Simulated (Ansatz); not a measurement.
# A hypothetical structure for Ni5Au

This structure for Ni5Au is made up. Its elements were placed in a known structure type with a cell scaled to their sizes. What cell does the guess relax to, and how far off was it?

Main program and level: Ansatz 0.2.0; DFT, PBEsol, plane-wave PAW, files of the set soft_1, scalar-relativistic, ferromagnetic start, cell and ions relaxed at zero pressure; PAW set soft_1.

### Step 1. The starting structure

Symmetry: F-43m, No. 216, cubic system. The conventional cell has a = 6.204 Å, b = 6.204 Å, c = 6.204 Å, α = 90.00°, β = 90.00°, γ = 90.00°. Nearest to Au lie 16 Ni at 2.58 to 2.69 Å. Nearest to Ni lie 12 Ni at 2.57 Å and 4 Au at 2.69 Å. Nearest to Ni lie 9 Ni at 2.15 to 2.57 Å and 3 Au at 2.58 Å. Farther neighbours are not listed.

### Step 2. Relaxation of the guess

The guessed cell has no reason to be at equilibrium. It is relaxed with the atoms, within the space group of the guess.

input.yaml

```yaml
crystal:
  lattice:
    - [0.0, 3.102, 3.102]
    - [3.102, 0.0, 3.102]
    - [3.102, 3.102, 0.0]
  atoms:
    - { symbol: Au, position: [0.0, 0.0, 0.0] }
    - { symbol: Ni, position: [0.25, 0.25, 0.25], spin: 1.0 }
    - { symbol: Ni, position: [0.6223, 0.6223, 0.1331], spin: 1.0 }
    - { symbol: Ni, position: [0.6223, 0.1331, 0.6223], spin: 1.0 }
    - { symbol: Ni, position: [0.6223, 0.6223, 0.6223], spin: 1.0 }
    - { symbol: Ni, position: [0.1331, 0.6223, 0.6223], spin: 1.0 }
magnetization:
  spin_polarized: true
kpoints:
  mp_grid: { grid: [8, 8, 8] }
scf:
  occupations: { method: fermi_dirac, width: 0.05 }
hamiltonian:
  xc: pbesol
  pseudopotentials: { kind: paw, azcp: { folder: soft_1 }, xc_functional: pbe }
relax:
  f_tol: 0.015
  max_steps: 70
  cell: {}
output:
  forces: true
  stress: true
```

Command:

```
ansatz run input.yaml --threads 4 --pin off --max-ram 10240MiB --backend cpu --events-out ev --progress --plain --runs-dir out
```

Numbers of over 12 decimals in the logs are rounded to 6 here.

What it wrote:

```text
Engine: ansatz 0.2.0, x86_64-unknown-linux-gnu
Pseudopotentials: kind: paw
Pseudopotential: Au, paw, valence charge 19, recommended cutoff 420 eV (normal), soft_1/Au.paw.azcp
Pseudopotential: Ni, paw, valence charge 18, recommended cutoff 420 eV (normal), soft_1/Ni.paw.azcp
Functional definition: PBEsol
  exchange = pbesol_x
  correlation = pbesol_c
Crystal: 6 atoms, lattice volume = 59.697 Å³
Basis set: ecut = 420 eV, 1211 PW (Γ), exchange–correlation on 60×60×60 points (8 copies of the dense FFT grid, shifted against one another)
Bands: 69, of which v1, the nominal top of the filled ones, is band 55 counted from 1 (54 counted from 0)
Symmetry: 24 space group operations
Space group: F-43m (ITA 216), of the structure as read, at distance tolerance 3.9e-5 Å
Magnetic group: BNS 216.74 (UNI 1576), of the structure as read, at distance tolerance 3.9e-5 Å
k-points: 29 of 512 (time reversal used)
Non-local potential: Au, projectors of the file, l = 0: 3, l = 1: 2, l = 2: 2, l = 3: 1
Non-local potential: Ni, projectors of the file, l = 0: 3, l = 1: 2, l = 2: 3, l = 3: 1
PAW form: soft (Blöchl's): semilocal exchange-correlation on the pseudo side does not see the compensation charge
PAW frozen core: Au, regenerated for the run's functional, and the local potential with it (the file was generated under x = pbe(κ = 0.804, μ = 0.219515), c = pbe(β = 0.066725))
PAW frozen core: Ni, regenerated for the run's functional, and the local potential with it (the file was generated under x = pbe(κ = 0.804, μ = 0.219515), c = pbe(β = 0.066725))
PAW one-centre angular grid: Au, 590 points (default); XC on 64 Gauss nodes
PAW one-centre angular grid: Ni, 590 points (default); XC on 64 Gauss nodes
Initial density: superposition of atomic densities (chi_scale 0.1, normalization cell, long waves kept (reshape's long-wave potential 0.00 eV rms))
Starting moments: Σ|m| = 5 μB on 5 of 6 sites
Initial wavefunctions: pseudopotential atomic-orbital guess
Functional: x = pbesol(κ = 0.804, μ = 0.123457), c = pbesol(β = 0.046)
SCF iter   1: F=—  HF=-42027.803442 eV  |F-HF|=—  |Δ(HF+E_count)|=         —  Δρ=1.97e-1 (↑1.28e-1 ↓1.97e-1)  dr2=1.13e2  dr2_m=1.04e0  M=3.670 μB ∫|m|=3.813 μB  β_m=0.30  ethr=3.10e-3  ⟨swp⟩=5.7  Hψ=13801  notcnv=0
Mixer restart at iter 1: flushing history
preconditioner: auto → Kerker (q_TF=auto, 3.016 Å⁻¹)  [metal: Δε(μ)=0.004 eV  Ē_g=10.883 eV  σ=0.050 eV  W_gap=0.02  n_scr=26 (ndim 8)  ℏωp=37.5 eV  f_vac=0.000  D(μ)=4.44/eV (n_scr^D=58)]
spin=Collinear: Kerker preconditioning applied to the charge; magnetization (m = ρ↑ − ρ↓) channel mixes plain (no charge-response kernel on spin).
SCF iter   2: F=—  HF=-42029.080235 eV  |F-HF|=—  |Δ(HF+E_count)|=    1.28e0  Δρ=6.28e-2 (↑5.49e-2 ↓6.28e-2)  dr2=1.67e1  dr2_m=2.13e-1  M=3.482 μB ∫|m|=3.689 μB  β_m=0.37  ethr=3.10e-3  ⟨swp⟩=3.1  Hψ=7582  notcnv=0  defer=295
SCF iter   3: F=—  HF=-42030.144948 eV  |F-HF|=—  |Δ(HF+E_count)|=    1.06e0  Δρ=4.65e-2 (↑2.44e-2 ↓4.65e-2)  dr2=4.53e0  dr2_m=2.55e-1  M=2.930 μB ∫|m|=3.230 μB  β_m=0.40  ethr=3.10e-3  ⟨swp⟩=3.0  Hψ=6620  notcnv=0  defer=310
SCF iter   4: F=—  HF=-42031.140592 eV  |F-HF|=—  |Δ(HF+E_count)|=   9.96e-1  Δρ=2.91e-2 (↑1.77e-2 ↓2.91e-2)  dr2=1.25e0  dr2_m=1.61e-1  M=2.678 μB ∫|m|=2.988 μB  β_m=0.57  ethr=3.10e-3  ⟨swp⟩=2.3  Hψ=4956  notcnv=0  defer=341
SCF iter   5: F=—  HF=-42031.135599 eV  |F-HF|=—  |Δ(HF+E_count)|=   4.99e-3  Δρ=2.64e-2 (↑2.64e-2 ↓1.03e-2)  dr2=3.18e-1  dr2_m=1.11e-1  M=1.876 μB ∫|m|=2.141 μB  β_m=0.85  ethr=1.15e-3  ⟨swp⟩=3.0  Hψ=7186  notcnv=0  defer=349
SCF iter   6: F=—  HF=-42031.353156 eV  |F-HF|=—  |Δ(HF+E_count)|=   2.18e-1  Δρ=1.93e-2 (↑1.93e-2 ↓8.65e-3)  dr2=2.53e-1  dr2_m=4.76e-2  M=1.535 μB ∫|m|=1.727 μB  β_m=0.92  ethr=2.91e-4  ⟨swp⟩=3.2  Hψ=7073  notcnv=0  defer=362
SCF iter   7: F=—  HF=-42031.594038 eV  |F-HF|=—  |Δ(HF+E_count)|=         —  Δρ=3.74e-2 (↑3.72e-2 ↓3.74e-2)  dr2=1.32e0  dr2_m=3.13e-1  M=0.586 μB ∫|m|=0.689 μB  β_m=0.92  ethr=2.33e-4  ⟨swp⟩=3.2  Hψ=8018  notcnv=0  defer=362
Mixer restart at iter 7: flushing history
SCF iter   8: F=—  HF=-42032.435417 eV  |F-HF|=—  |Δ(HF+E_count)|=   8.41e-1  Δρ=7.76e-2 (↑6.41e-2 ↓7.76e-2)  dr2=6.90e0  dr2_m=6.46e-2  M=0.903 μB ∫|m|=0.980 μB  β_m=0.50  ethr=2.33e-4  ⟨swp⟩=5.1  Hψ=10142  notcnv=0  defer=355  recentre
SCF iter   9: F=—  HF=-42031.394978 eV  |F-HF|=—  |Δ(HF+E_count)|=    1.04e0  Δρ=1.86e-2 (↑1.73e-2 ↓1.86e-2)  dr2=2.04e-1  dr2_m=1.10e-1  M=0.532 μB ∫|m|=0.608 μB  β_m=0.61  ethr=2.33e-4  ⟨swp⟩=5.0  Hψ=10550  notcnv=0  defer=356
SCF iter  10: F=—  HF=-42031.355704 eV  |F-HF|=—  |Δ(HF+E_count)|=   3.93e-2  Δρ=7.18e-3 (↑7.18e-3 ↓3.53e-3)  dr2=5.98e-3  dr2_m=1.53e-2  M=0.336 μB ∫|m|=0.374 μB  β_m=0.67  ethr=1.87e-4  ⟨swp⟩=2.9  Hψ=6654  notcnv=0  defer=350
SCF iter  11: F=—  HF=-42031.354417 eV  |F-HF|=—  |Δ(HF+E_count)|=   1.29e-3  Δρ=3.71e-3 (↑1.20e-3 ↓3.71e-3)  dr2=6.18e-3  dr2_m=2.07e-3  M=0.152 μB ∫|m|=0.167 μB  β_m=0.60  ethr=5.49e-6  ⟨swp⟩=2.0  Hψ=7473  notcnv=0  defer=350
SCF iter  12: F=—  HF=-42031.352938 eV  |F-HF|=—  |Δ(HF+E_count)|=   1.48e-3  Δρ=1.52e-3 (↑1.52e-3 ↓8.22e-4)  dr2=1.21e-3  dr2_m=1.54e-4  M=0.076 μB ∫|m|=0.082 μB  β_m=0.80  ethr=5.49e-6  ⟨swp⟩=2.0  Hψ=6705  notcnv=0  defer=350
SCF iter  13: F=—  HF=-42031.353319 eV  |F-HF|=—  |Δ(HF+E_count)|=   3.81e-4  Δρ=1.14e-3 (↑1.14e-3 ↓8.80e-4)  dr2=1.44e-3  dr2_m=6.73e-5  M=0.044 μB ∫|m|=0.048 μB  β_m=0.88  ethr=1.11e-6  ⟨swp⟩=2.1  Hψ=5496  notcnv=0  defer=350
SCF iter  14: F=—  HF=-42031.353205 eV  |F-HF|=—  |Δ(HF+E_count)|=   1.13e-4  Δρ=5.25e-4 (↑2.67e-4 ↓5.25e-4)  dr2=6.74e-5  dr2_m=7.76e-5  M=0.035 μB ∫|m|=0.038 μB  β_m=0.94  ethr=1.11e-6  ⟨swp⟩=2.0  Hψ=5161  notcnv=0  defer=350
SCF iter  15: F=—  HF=-42031.353200 eV  |F-HF|=—  |Δ(HF+E_count)|=   5.71e-6  Δρ=1.82e-4 (↑1.46e-4 ↓1.82e-4)  dr2=4.22e-5  dr2_m=2.65e-7  M=0.001 μB ∫|m|=0.001 μB  β_m=0.97  ethr=6.19e-8  ⟨swp⟩=2.0  Hψ=6161  notcnv=0  defer=350
SCF iter  16: F=—  HF=-42031.353203 eV  |F-HF|=—  |Δ(HF+E_count)|=   3.04e-6  Δρ=1.20e-4 (↑1.07e-4 ↓1.20e-4)  dr2=2.18e-5  dr2_m=6.17e-8  M=0.001 μB ∫|m|=0.001 μB  β_m=0.99  ethr=3.87e-8  ⟨swp⟩=1.0  Hψ=4002  notcnv=0  defer=350
SCF iter  17: F=—  HF=-42031.353201 eV  |F-HF|=—  |Δ(HF+E_count)|=   1.75e-6  Δρ=2.25e-5 (↑2.25e-5 ↓2.16e-5)  dr2=6.16e-7  dr2_m=8.20e-9  M=-0.000 μB ∫|m|=0.000 μB  β_m=0.95  ethr=2.00e-8  ⟨swp⟩=2.0  Hψ=4758  notcnv=0  defer=350
[...]
SCF 3 converged in 15 iterations: F = -42032.734588 eV  dr2 = 2.06e-7
relax step   3: F+E_penalty+E_count = -42032.73458751 eV  Δ(F+E_penalty+E_count) = -2.252e-1 eV  max|allowed force component| = 1.704e-1 eV/Å  Δτ_max = 0.0087 Å  P = +3.746 GPa  Ω = 68.669 Å³  energy of the carried Pulay correction = -6.803e-3 eV  (15 SCF iters, dr2 threshold 6.00e-7 eV, accepted)
[...]
relax step   4: F+E_penalty+E_count = -42032.75071175 eV  Δ(F+E_penalty+E_count) = -1.612e-2 eV  max|allowed force component| = 2.523e-2 eV/Å  Δτ_max = 0.0075 Å  P = -0.283 GPa  Ω = 69.911 Å³  energy of the carried Pulay correction = -7.672e-3 eV  (13 SCF iters, dr2 threshold 6.00e-7 eV, accepted)
[...]
relax step   5: F+E_penalty+E_count = -42032.75095256 eV  Δ(F+E_penalty+E_count) = -2.408e-4 eV  max|allowed force component| = 1.593e-4 eV/Å  Δτ_max = 0.0010 Å  P = +0.004 GPa  Ω = 69.818 Å³  energy of the carried Pulay correction = -7.607e-3 eV  (10 SCF iters, dr2 threshold 2.00e-7 eV, accepted)
[...]
relax step   6: F+E_penalty+E_count = -42032.76540940 eV  Δ(F+E_penalty+E_count) = -1.446e-2 eV  max|allowed force component| = 2.604e-4 eV/Å  Δτ_max = 0.0000 Å  P = +0.453 GPa  Ω = 69.818 Å³  stress off target by 4.53e-1 GPa  SCF on the basis re-selected at this cell (its energy is not comparable with the rows above)  (17 SCF iters)
[...]
relax step   7: F+E_penalty+E_count = -42032.76554877 eV  Δ(F+E_penalty+E_count) = -1.394e-4 eV  max|allowed force component| = 9.320e-4 eV/Å  Δτ_max = 0.0000 Å  P = +0.024 GPa  Ω = 69.964 Å³  energy of the carried Pulay correction = -7.819e-5 eV  (9 SCF iters, dr2 threshold 5.13e-7 eV, accepted)
iter 1 solved again at ethr=1.66e-8 eV; its pass at ethr=3.10e-3 eV (dr2=1.81e-5 eV) is discarded
SCF iter   1: F=—  HF=-42032.765650 eV  |F-HF|=—  |Δ(HF+E_count)|=         —  Δρ=4.85e-6 (↑3.61e-6 ↓4.85e-6)  dr2=3.23e-8  dr2_m=4.88e-10  M=-1.410 μB ∫|m|=1.561 μB  β_m=0.65  ethr=1.66e-8  ⟨swp⟩=4.0  Hψ=27207  notcnv=0
preconditioner: auto → Kerker (q_TF=auto, 2.173 Å⁻¹)  [metal: Δε(μ)=0.001 eV  Ē_g=10.005 eV  σ=0.050 eV  W_gap=0.01  n_scr=14 (ndim 8)  ℏωp=34.7 eV  f_vac=0.000  D(μ)=9.07/eV (n_scr^D=136)]
spin=Collinear: Kerker preconditioning applied to the charge; magnetization (m = ρ↑ − ρ↓) channel mixes plain (no charge-response kernel on spin).
SCF iter   2: F=—  HF=-42032.765637 eV  |F-HF|=—  |Δ(HF+E_count)|=   1.24e-5  Δρ=1.43e-6 (↑1.43e-6 ↓1.40e-6)  dr2=2.07e-9  dr2_m=1.58e-11  M=-1.410 μB ∫|m|=1.561 μB  β_m=0.56  ethr=2.96e-11  ⟨swp⟩=2.2  Hψ=7159  notcnv=0
SCF iter   3: F=—  HF=-42032.765637 eV  |F-HF|=—  |Δ(HF+E_count)|=  1.24e-10  Δρ=1.62e-6 (↑7.80e-7 ↓1.62e-6)  dr2=2.45e-9  dr2_m=1.63e-10  M=-1.410 μB ∫|m|=1.561 μB  β_m=0.50  ethr=1.90e-12  ⟨swp⟩=2.0  Hψ=7161  notcnv=0
SCF iter   4: F=—  HF=-42032.765637 eV  |F-HF|=—  |Δ(HF+E_count)|=  5.09e-10  Δρ=8.19e-7 (↑8.19e-7 ↓2.43e-7)  dr2=2.33e-10  dr2_m=1.04e-10  M=-1.410 μB ∫|m|=1.561 μB  β_m=0.73  ethr=1.90e-12  ⟨swp⟩=2.0  Hψ=5420  notcnv=0
SCF iter   5: F=—  HF=-42032.765637 eV  |F-HF|=—  |Δ(HF+E_count)|=  9.31e-10  Δρ=8.57e-7 (↑8.57e-7 ↓2.89e-7)  dr2=2.36e-10  dr2_m=1.88e-10  M=-1.410 μB ∫|m|=1.561 μB  β_m=0.87  ethr=1.00e-12  ⟨swp⟩=1.5  Hψ=4716  notcnv=0
SCF iter   6: F=—  HF=-42032.765637 eV  |F-HF|=—  |Δ(HF+E_count)|=  3.42e-10  Δρ=7.55e-7 (↑7.55e-7 ↓2.64e-7)  dr2=1.64e-10  dr2_m=1.50e-10  M=-1.410 μB ∫|m|=1.561 μB  β_m=0.93  ethr=1.00e-12  ⟨swp⟩=1.0  Hψ=4002  notcnv=0
SCF iter   7: F=—  HF=-42032.765637 eV  |F-HF|=—  |Δ(HF+E_count)|=  3.71e-10  Δρ=2.37e-7 (↑1.85e-7 ↓2.37e-7)  dr2=5.30e-11  dr2_m=6.08e-12  M=-1.410 μB ∫|m|=1.561 μB  β_m=0.74  ethr=1.00e-12  ⟨swp⟩=2.0  Hψ=5259  notcnv=0
SCF iter   8: F=—  HF=-42032.765637 eV  |F-HF|=—  |Δ(HF+E_count)|=  5.09e-11  Δρ=1.57e-7 (↑1.56e-7 ↓1.57e-7)  dr2=3.80e-11  dr2_m=9.20e-14  M=-1.410 μB ∫|m|=1.561 μB  β_m=0.57  ethr=1.00e-12  ⟨swp⟩=1.3  Hψ=4070  notcnv=0
SCF iter   9: F=—  HF=-42032.765637 eV  |F-HF|=—  |Δ(HF+E_count)|=  1.46e-11  Δρ=7.50e-8 (↑7.50e-8 ↓2.93e-8)  dr2=4.15e-12  dr2_m=6.35e-13  M=-1.410 μB ∫|m|=1.561 μB  β_m=0.79  ethr=1.00e-12  ⟨swp⟩=1.0  Hψ=4002  notcnv=0
SCF iter  10: F=-42032.765637 eV  HF=-42032.765637 eV  |F-HF|=0.00e0  |Δ(HF+E_count)|=  7.28e-12  Δρ=4.72e-8 (↑4.72e-8 ↓3.08e-8)  dr2=3.21e-12  dr2_m=7.00e-14  M=-1.410 μB ∫|m|=1.561 μB  ethr=1.00e-12  ⟨swp⟩=2.6  Hψ=11873  notcnv=0
SCF 8 converged in 10 iterations: F = -42032.765637 eV  dr2 = 3.21e-12
relax step   8: F+E_penalty+E_count = -42032.76563726 eV  Δ(F+E_penalty+E_count) = -8.850e-5 eV  max|allowed force component| = 9.325e-4 eV/Å  Δτ_max = 0.0000 Å  P = +0.021 GPa  Ω = 69.964 Å³  stress off target by 2.11e-2 GPa  SCF on the basis re-selected at this cell (its energy is not comparable with the rows above)  (10 SCF iters)
basis re-selected at this cell: Δ(F+E_penalty+E_count) = -8.850e-5 eV, ΔP = -0.003 GPa vs the last step (what re-selecting the basis moved, of the pressure what is left beyond the Pulay correction that the steps carried, after the strain that the cell walked since its last selection, with what the two solves' SCF thresholds leave and, on support functions, any second-order correction that the steps lacked; it is no m [...]
SCF converged after 10 iterations
Magnetization: -1.4099 μB (53.7950 up, 55.2050 down)
Absolute magnetization: 1.5623 μB (∫|ρ↑−ρ↓|, with the PAW one-centre terms)
Spin contamination: 0.0108 ħ² per cell (⟨S²⟩ above its minimum at these occupations)
Per-site moments (μB) at R_I (Å): [(-0.00973783, 1.118937), (-0.382960, 1.118268), (-0.270721, 0.950806), (-0.270721, 0.950806), (-0.270721, 0.950806), (-0.270721, 0.950806)]
Free energy (F): -42032.765637 eV
Harris-Foulkes:  -42032.765637 eV  (|F-HF|=0.00e0)
Internal energy: -42032.688231 eV  (E = F + TS)
E sigma→0 (E₀):  -42032.726934 eV
Entropy (-TS):   -0.077406 eV (-12.901 meV/atom)
Fermi energy:    18.786538 eV
--- Per-component energies (eV) ---
  E_band       = -1585.523685
  E_kinetic    = 2280.687826
  E_local      = -15743.756662  (includes V_loc(G=0)·N_el)
  E_nonlocal   = -469.247785
  E_hartree    = 8363.700979
  E_xc         = -775.357650
  E_vxc        = -988.491960  (∫ρ·V_xc dr)
  E_paw        = -17705.607844  (= ΣΔE_a)
  E_vpaw       = -3392.122813  (= ΣTr[D̂ρ^β])
  E_aug_tail   = 0.006012  (compensation charges beyond the density's cutoff)
  E_ewald      = -17984.409081
  E_core_change = 1.295973  (= ΣΔE_core)
  E_smearing   = -0.077406  (= −TS)
  E_closure    = 0.000000  (closes the sum)
  Σ components = -42032.765637   (vs F -42032.765637, Δ=0.00e0)
--- Forces (eV/Å), atoms counted from 1 ---
  atom   1  Au     0.00000000    -0.00000000    -0.00000000
  atom   2  Ni    -0.00000000     0.00000000     0.00000000
  atom   3  Ni     0.00093253     0.00093253    -0.00093253
  atom   4  Ni     0.00093253    -0.00093253     0.00093253
  atom   5  Ni    -0.00093253    -0.00093253    -0.00093253
  atom   6  Ni    -0.00093253     0.00093253     0.00093253
  max |Σ_I F_I| component: 5.59e-17 eV/Å
--- Stress (GPa, compression-positive) ---
        0.021135       0.000000       0.000000
        0.000000       0.021135      -0.000000
        0.000000      -0.000000       0.021135
  P = ⅓ Tr σ = 0.0211 GPa (0.211 kbar)
--- Relaxed structure (6 steps of the walk, 6 accepted, 2 SCFs on fresh bases) ---
  F+E_penalty+E_count = -42032.76563726 eV   max|allowed force component| = 9.325e-4 eV/Å   (the final SCF, on the basis selected at the relaxed cell)
  cell:  # Å, volume = 69.9639 Å³
    - [0, 3.270505, 3.270505]
    - [3.270505, 0, 3.270505]
    - [3.270505, 3.270505, 0]
  atoms:
    - { symbol: Au, position: [1.6893328498860652e-19, 0, 0] }
    - { symbol: Ni, position: [0.25, 0.25, 0.25] }
    - { symbol: Ni, position: [0.624589, 0.624589, 0.126234] }
    - { symbol: Ni, position: [0.624589, 0.126234, 0.624589] }
    - { symbol: Ni, position: [0.624589, 0.624589, 0.624589] }
    - { symbol: Ni, position: [0.126234, 0.624589, 0.624589] }
```

It took 63 s on 4 threads of Intel Xeon Platinum 8488C (Sapphire Rapids), shared host; peak memory 0.61 GiB.

Step by step:

```csv
step,energy less that of the first step (eV),largest force component (eV/Å),pressure (GPa),volume (Å³)
1,0.0000,1.0152,49.24,59.70
2,-1.1562,0.4723,16.79,65.32
3,-1.3814,0.1704,3.75,68.67
4,-1.3975,0.0252,-0.28,69.91
5,-1.3978,0.0002,0.00,69.82
6*,-1.4122,0.0003,0.45,69.82
7,-1.4123,0.0009,0.02,69.96
8*,-1.4124,0.0009,0.02,69.96
```

Relaxation steps marked * repeat the geometry before them on a plane-wave basis chosen anew for their cell, so energy and pressure can jump there.

The run keeps the 24 symmetry operations that it works with, so distortions that break them were not tested.

```csv
"conventional cell, symmetrised",before,after,change
a (Å),6.204,6.541,+5.4 %
b (Å),6.204,6.541,+5.4 %
c (Å),6.204,6.541,+5.4 %
volume (Å³/atom),9.95,11.66,+17.2 %
```

The atoms that moved most (Å, as changes of fractional coordinates times the final cell):

```csv
atom,dx,dy,dz,length
Ni4,-0.015,0.015,-0.015,0.026
Ni3,-0.015,-0.015,0.015,0.026
Ni6,0.015,-0.015,-0.015,0.026
Ni5,0.015,0.015,0.015,0.026
```

Final coordinates:

```xyz
6
Lattice="0.0000 3.2705 3.2705 3.2705 0.0000 3.2705 3.2705 3.2705 0.0000" Properties=species:S:1:pos:R:3 pbc="T T T"
Au    0.0000    0.0000    0.0000
Ni    1.6353    1.6353    1.6353
Ni    2.4556    2.4556    4.0854
Ni    2.4556    4.0854    2.4556
Ni    4.0854    4.0854    4.0854
Ni    4.0854    2.4556    2.4556
```

Numbers from this step:

```yaml
free_energy: -42032.7656 eV
energy_at_zero_smearing: -42032.7269 eV
smearing_term_ts: 0.07741 eV
fermi_energy: 18.79 eV
magnetization: -1.410 μB
absolute_magnetization: 1.562 μB
site_moments: -0.009738, -0.3830, -0.2707, -0.2707, -0.2707, -0.2707 μB
electrons: 109
symmetry_operations: 24
pressure: 0.02113 GPa
```

Site moment by atom:

```csv
atom,site moment (μB)
Au1,-0.010
Ni2,-0.383
Ni3,-0.271
Ni4,-0.271
Ni5,-0.271
Ni6,-0.271
```

The shortest distance of each pair, which need not be the same contact before and after:

```csv
pair,guess (Å),relaxed (Å)
Ni–Ni,2.146,2.305
Au–Ni,2.577,2.713
Au–Au,4.387,4.625
```

The relaxation ends with a largest force component of 9.3e-4 eV/Å and a pressure of 0.02 GPa.

### Step 3. Results

```yaml
space_group_relaxed: F-43m
conventional_cell: a = 6.541, b = 6.541, c = 6.541 Å; α = 90.0°, β = 90.0°, γ = 90.0°
volume_per_atom: 11.66 Å³ (guess 9.95)
total_moment: 1.41 μB in the cell of 6 atoms
```

In words: Ni5Au relaxes to F-43m with a = 6.541, b = 6.541 and c = 6.541 Å. The guessed volume was 15 % too small. The space group F-43m was held in the relaxation, so the end point is a stationary structure within it and may be a saddle against distortions or other arrangements. The input starts from parallel moments, and no other start was typed. Mesh and cutoff weren't tested. Spin-orbit coupling is left out, which can matter for elements this heavy. No dispersion term is used, so weakly bound directions may come out too long. Nothing here tests whether the compound is stable against decomposition.

[Logs are printed without paths, hosts, clocks, repeated set-up lines and the standing remarks that a program may print on its own settings, such as how far it seeks lower states.]

[Hosts, paths, dates, database ids (printed as entryN), source tags and the programs' standing remarks are cut or masked in the printed files.]
